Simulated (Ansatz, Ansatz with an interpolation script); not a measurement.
Planning a run of Ansatz 0.2.0 on CdSe (Cadmoselite). The input:

```yaml
crystal:
  lattice:
    - [4.3, 0.0, 0.0]
    - [-2.15, 3.72390924, 0.0]
    - [0.0, 0.0, 7.02]
  atoms:
    - { symbol: Cd, position: [0.33333333, 0.66666667, 0.0] }
    - { symbol: Cd, position: [0.66666667, 0.33333333, 0.5] }
    - { symbol: Se, position: [0.33333333, 0.66666667, 0.385] }
    - { symbol: Se, position: [0.66666667, 0.33333333, 0.885] }
kpoints:
  mp_grid: { grid: [6, 6, 4] }
  band_path:
    path:
      - [[0.0, 0.0, 0.0], [0.5, 0.0, 0.0], [0.33333333, 0.33333333, 0.0], [0.0, 0.0, 0.0], [0.0, 0.0, 0.5], [0.5, 0.0, 0.5], [0.33333333, 0.33333333, 0.5], [0.0, 0.0, 0.5]]
      - [[0.5, 0.0, 0.5], [0.5, 0.0, 0.0]]
      - [[0.33333333, 0.33333333, 0.5], [0.33333333, 0.33333333, 0.0]]
    npoints: 10
hamiltonian:
  xc: r2scan
  pseudopotentials: { kind: paw_fr, azcp: { folder: soft_1 } }
scf:
  occupations: { method: fermi_dirac, width: 0.02 }
  n_extra_bands: 10
magnetization:
  noncollinear: true
  spin_orbit: true
output:
  eigenvalues: true
```

The database entry behind the starting cell differs from later determinations by our own check (inner coordinate of an old entry), so it need not match the best structure at ambient conditions.

```sh
ansatz run input.yaml --threads 3 --pin off --max-ram 92160MiB --backend cuda --events-out ev --progress --plain --runs-dir out --devices 1 --max-vram 13GiB
```

Q: Estimate wall time and host memory on 1 × NVIDIA H100 80GB HBM3 (shared by 6 runs) with 3 threads of AMD EPYC 7R13 (Zen 3), shared host.

It took 16 s; on shared hardware allow 7.8 s to 31 s. Peak host memory was 1.8 GiB. The sizes that set the cost: 2863 plane waves a state, 21 irreducible k points and 9 SCF cycles.

[Paths, hosts, dates, memory and timing lines, banners, echoed tables and standing remarks are left out of the program output.]

[Logs are printed without paths, hosts, clocks, repeated set-up lines and the standing remarks that a program may print on its own settings, such as how far it seeks lower states.]

[Runs of the session that timed out or met a known fault of the program may be left out.]

[Hosts, paths, dates, database ids (printed as entryN), source tags and the programs' standing remarks are cut or masked in the printed files.]
